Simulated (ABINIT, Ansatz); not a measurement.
# KNa3H4 (Pm-3m): G0W0 on several meshes in ABINIT, part 2 of 2

Aim: the GW shift of KNa3H4 (Pm-3m) against the k mesh.

ABINIT 10.8.3; LDA and many-body steps on it, plane waves. Known limits of the many-body steps: not at the basis limit; coarse k mesh.

So far. Step 4 (2×2×2): The gap on the mesh goes from 2.59 eV to 4.74 eV, a correction of +2.15 eV. Step 5 (Empty states on the mesh, 4×4×4 mesh, 118 bands): On this mesh the gap is 2.594 eV.

## Step 6: Screening, 4×4×4 mesh, 108 bands, screening to 114.3 eV

This step: RPA screening on LDA, plane waves, norm-conserving pseudopotentials.

run.abi reads:

```
acell 3*1.0 Angstrom
rprim 
  5.118641000000 0.000000000000 0.000000000000
  0.000000000000 5.118641000000 0.000000000000
  0.000000000000 0.000000000000 5.118641000000
ntypat 3
znucl 19 11 1
natom 8
typat 1 2 2 2 3 3 3 3
xred 
  0.500000000000 0.500000000000 0.500000000000
  -0.000000000000 -0.000000000000 0.500000000000
  -0.000000000000 0.500000000000 -0.000000000000
  0.500000000000 -0.000000000000 -0.000000000000
  -0.000000000000 -0.000000000000 -0.000000000000
  0.500000000000 0.500000000000 -0.000000000000
  0.500000000000 -0.000000000000 0.500000000000
  -0.000000000000 0.500000000000 0.500000000000
pp_dirpath "pseudos"
pseudos "K.upf, Na.upf, H.upf"
ecut 38
ngkpt 4 4 4
nshiftk 1
shiftk 0 0 0
kptopt 1
chksymbreak 0
istwfk *1
occopt 1
irdwfk 1
optdriver 3
nband 108
ecuteps 4.2
inclvkb 2
awtr 1
symchi 1
indata_prefix "in"
outdata_prefix "out"
tmpdata_prefix "tmp"
```

Run with:

```sh
OMP_NUM_THREADS=1 mpirun -n 4 abinit run.abi > log
```

Numbers of over 12 decimals in the logs are rounded to 6 here.

The log of the run:

```text
.Version 10.8.3 of ABINIT. v10.8.2 released Aug 2026.

 Symmetries : space group Pm -3 m (#221); Bravais cP (primitive cubic)
[... echo of the input left out ...]
== DATASET  1 ==================================================================
-   mpi_nproc: 4, omp_nthreads: 1 (-1 if OMP is not activated)

--- !DatasetInfo
iteration_state: {dtset: 1, }
dimensions: {natom: 8, nkpt: 10, mband: 108, nsppol: 1, nspinor: 1, nspden: 1, mpw: 10135, }
cutoff_energies: {ecut:  38.0, pawecutdg:  -1.0, }
electrons: {nelect:   4.00000000E+01, charge:   0.00000000E+00, occopt:   1.00000000E+00, tsmear:   1.00000000E-02, }

 SCREENING: Calculation of the susceptibility and dielectric matrices

 Based on a program developped by R.W. Godby, V. Olevano, G. Onida, and L. Reining.
 Incorporated in ABINIT by V. Olevano, G.-M. Rignanese, and M. Torrent.
.Using double precision arithmetic ; gwpc =  8

[... cell and pseudopotentials left out ...]
--------------------------------------------------------------------------------

 ==== K-mesh for the wavefunctions ====
 Number of points in the irreducible wedge :    10
[... list of points left out ...]
 Together with 48 symmetry operations and time-reversal symmetry
 yields    64 points in the full Brillouin Zone.

 ==== Q-mesh for the screening function ====
 Number of points in the irreducible wedge :    10
[... list of points left out ...]
 Together with 48 symmetry operations and time-reversal symmetry
 yields    64 points in the full Brillouin Zone.

 setmesh: FFT mesh size selected  =    36x   36x   36
          total number of points  =        46656

 vcoul_init : cutoff-mode = AUXILIARY_FUNCTION
 q-points for optical limit:   1
     1)      0.000010    0.000020    0.000030

- screening: taking advantage of time-reversal symmetry
- Maximum band index for partially occupied states nbvw = 20
- Remaining bands to be divided among processors   nbcw = 88
- Number of bands treated by each node ~22

 Number of electrons calculated from density =   40.0000; Expected =   40.0000
 average of density, n =  0.044198
 r_s =    1.7546
 omega_plasma =   20.2794 [eV]

 calculating chi0 at frequencies [eV] :
  1    0.000000E+00    0.000000E+00
  2    0.000000E+00    2.027941E+01

--------------------------------------------------------------------------------
  q-point number  1        q = ( 0.000000, 0.000000, 0.000000) [r.l.u.]
--------------------------------------------------------------------------------
[... chi0 elements left out ...]
 For q-point:  0.000010 0.000020 0.000030
  dielectric constant =   3.0391
  dielectric constant without local fields =   3.4221

  Average fulfillment of the sum rule on Im[epsilon] for q-point    1 :     40.60  [%]
[... wings left out ...]
  q-point number  2        q = ( 0.250000, 0.000000, 0.000000) [r.l.u.]
--------------------------------------------------------------------------------
[... chi0 elements left out ...]
  Average fulfillment of the sum rule on Im[epsilon] for q-point    2 :     47.47  [%]

 [... 8 further q-points ...]
```

Run time: 2 min. Hardware: 4 MPI ranks of Arm Neoverse V2, shared host; peak memory 2.1 GiB; 7.9 min of CPU time.

Numbers from this step:

| Property | Result |
| --- | --- |
| ε∞ with local fields, on this mesh, along the program's q direction | 3.039 |
| the same without local fields | 3.422 |
| plasma frequency | 20.28 eV |
| plane waves in the screening matrix | 365 |

## Step 7: 4×4×4

This step: G0W0 on LDA, plane waves, norm-conserving pseudopotentials.

Edit run.abi of step 6 so:

```diff
@@ -29,8 +29,19 @@
 irdwfk 1
-optdriver 3
+optdriver 4
 nband 108
+gwcalctyp 0
+ecutsigx 38
+symsigma 1
+nkptgw 3
+kptgw 
+  0.5000000000 0.0000000000 0.0000000000
+  0.5000000000 0.5000000000 0.5000000000
+  0.0000000000 0.0000000000 0.0000000000
+bdgw 
+  19 22
+  18 23
+  18 23
 ecuteps 4.2
-inclvkb 2
-awtr 1
-symchi 1
+irdscr 1
+ppmodel 1
 indata_prefix "in"
```

The log of the run:

```text
.Version 10.8.3 of ABINIT. v10.8.2 released Aug 2026.

 Symmetries : space group Pm -3 m (#221); Bravais cP (primitive cubic)
[... echo of the input left out ...]
== DATASET  1 ==================================================================
-   mpi_nproc: 4, omp_nthreads: 1 (-1 if OMP is not activated)

--- !DatasetInfo
iteration_state: {dtset: 1, }
dimensions: {natom: 8, nkpt: 10, mband: 108, nsppol: 1, nspinor: 1, nspden: 1, mpw: 10135, }
cutoff_energies: {ecut:  38.0, pawecutdg:  -1.0, }
electrons: {nelect:   4.00000000E+01, charge:   0.00000000E+00, occopt:   1.00000000E+00, tsmear:   1.00000000E-02, }

 SIGMA: Calculation of the GW corrections

 Based on a program developped by R.W. Godby, V. Olevano, G. Onida, and L. Reining.
 Incorporated in ABINIT by V. Olevano, G.-M. Rignanese, and M. Torrent.
.Using double precision arithmetic ; gwpc =  8

[... cell and pseudopotentials left out ...]
--------------------------------------------------------------------------------

 ==== K-mesh for the wavefunctions ====
 Number of points in the irreducible wedge :    10
[... list of points left out ...]
 Together with 48 symmetry operations and time-reversal symmetry
 yields    64 points in the full Brillouin Zone.

 ==== Q-mesh for screening function ====
 Number of points in the irreducible wedge :    10
[... list of points left out ...]
 Together with 48 symmetry operations and time-reversal symmetry
 yields    64 points in the full Brillouin Zone.

 vcoul_init : cutoff-mode = AUXILIARY_FUNCTION
 q-points for optical limit:   1
     1)      0.000010    0.000020    0.000030
 setmesh: FFT mesh size selected  =    54x   54x   54
          total number of points  =       157464

 Number of electrons calculated from density =   40.0000; Expected =   40.0000
[...]
number of plane-waves for wavefunctions         10131
 number of bands                                   108
 number of q-points in IBZ                          10
 number of frequencies                               2
 number of real frequencies                          1
 number of imag frequencies                          1

 matrix elements of self-energy operator (all in [eV])

 Perturbative Calculation

--- !SelfEnergy_ee
iteration_state: {dtset: 1, }
kpoint     : [   0.500,    0.000,    0.000, ]
spin       : 1
KS_gap     :    4.568
QP_gap     :    6.944
Delta_QP_KS:    2.377
data: !SigmaeeData |
     Band     E0 <VxcDFT>   SigX SigC(E0)      Z dSigC/dE  Sig(E)    E-E0       E
       19  -0.709 -10.106 -13.640   1.948   0.742  -0.347 -11.283  -1.177  -1.886
       20  -0.233 -10.284 -13.658   1.783   0.753  -0.329 -11.481  -1.197  -1.430
       21   4.334  -7.739  -3.214  -3.082   0.818  -0.222  -6.559   1.180   5.514
[...]
--- !SelfEnergy_ee
iteration_state: {dtset: 1, }
kpoint     : [   0.500,    0.500,    0.500, ]
spin       : 1
KS_gap     :    3.160
QP_gap     :    5.480
Delta_QP_KS:    2.320
data: !SigmaeeData |
     Band     E0 <VxcDFT>   SigX SigC(E0)      Z dSigC/dE  Sig(E)    E-E0       E
[...]
--- !SelfEnergy_ee
iteration_state: {dtset: 1, }
kpoint     : [   0.000,    0.000,    0.000, ]
spin       : 1
KS_gap     :    4.495
QP_gap     :    6.671
Delta_QP_KS:    2.176
data: !SigmaeeData |
     Band     E0 <VxcDFT>   SigX SigC(E0)      Z dSigC/dE  Sig(E)    E-E0       E
[...]
22   4.019  -7.706  -3.550  -2.922   0.823  -0.215  -6.690   1.015   5.035
       23   4.019  -7.706  -3.550  -2.922   0.823  -0.215  -6.690   1.015   5.035

== END DATASET(S) ==============================================================
================================================================================

 -outvars: echo values of variables after computation  --------
           etotal      0.0000000000E+00
            nband         108
             nkpt          10
          spgroup         221
 [... the other variables as echoed above ...]

 Calculation completed.
```

The job ended after 33 s (4 MPI ranks; peak memory 1.9 GiB).

This step gave:

- G0W0 gap on the points computed: 4.864 eV
- starting gap on the mesh: 2.594 eV
- k of the valence top: 0.5, 0, 0
- k of the conduction bottom: 0.5, 0.5, 0.5
- Z at the valence top: 0.753
- Z at the conduction bottom: 0.825
- least direct G0W0 gap on the computed points: 5.48 eV

Against G0W0 in ABINIT (2×2×2 mesh, 108 bands, screening to 114.3 eV, Godby-Needs plasmon pole), the gap moves by +0.121 eV.

## Step 8: The runs together

Times are wall times on 4 MPI ranks of Arm Neoverse V2, shared host, good to a factor of about two. A run's time includes the screening step that it read.

```csv
run,mesh,bands,screening cutoff (eV),DFT gap (eV),gap on the mesh (eV),direct (eV),ε∞ used,time
2×2×2,2×2×2,108,114.3,2.594,4.743,5.369,3.28,30 s
4×4×4,4×4×4,108,114.3,2.594,4.864,5.480,3.04,2.5 min
```

## Step 9: Results

* 2×2×2: 4.743 eV
* 4×4×4: 4.864 eV
* known limits: not at the basis limit; coarse k mesh

**Reading.** 4×4×4: +0.121 eV against 2×2×2. Bands and cutoff are finite, so the gap is not at the basis limit. The miss can reach some tenths of an eV and take either sign; the mesh is an error of its own. In the first G0W0 run levels were corrected at 3 k points alone, so a gap called «on the mesh» is the least over those, and an edge elsewhere would be missed. The 2×2×2 mesh is coarse for this cell, which bears on the long-range parts of exchange and screening.

[Paths, hosts, dates, memory and timing lines, banners, echoed tables and standing remarks are left out of the program output.]

[Logs are printed without paths, hosts, clocks, repeated set-up lines and the standing remarks that a program may print on its own settings, such as how far it seeks lower states.]

[Runs of the session that timed out or met a known fault of the program may be left out.]

[No measured gap is set beside runs whose start may be inverted or whose files or cutoffs have a known fault.]

[Hosts, paths, dates, database ids (printed as entryN), source tags and the programs' standing remarks are cut or masked in the printed files.]

[G0W0 gaps are taken among the corrected bands and points alone; a level outside them can change the order at an edge.]

[Where Ansatz stands beside ABINIT at settings called matched, ABINIT's density can come from a denser mesh and the files from another edition; pairs whose starting gaps differed by over 0.03 eV were left out, so agreement reads better than it is.]
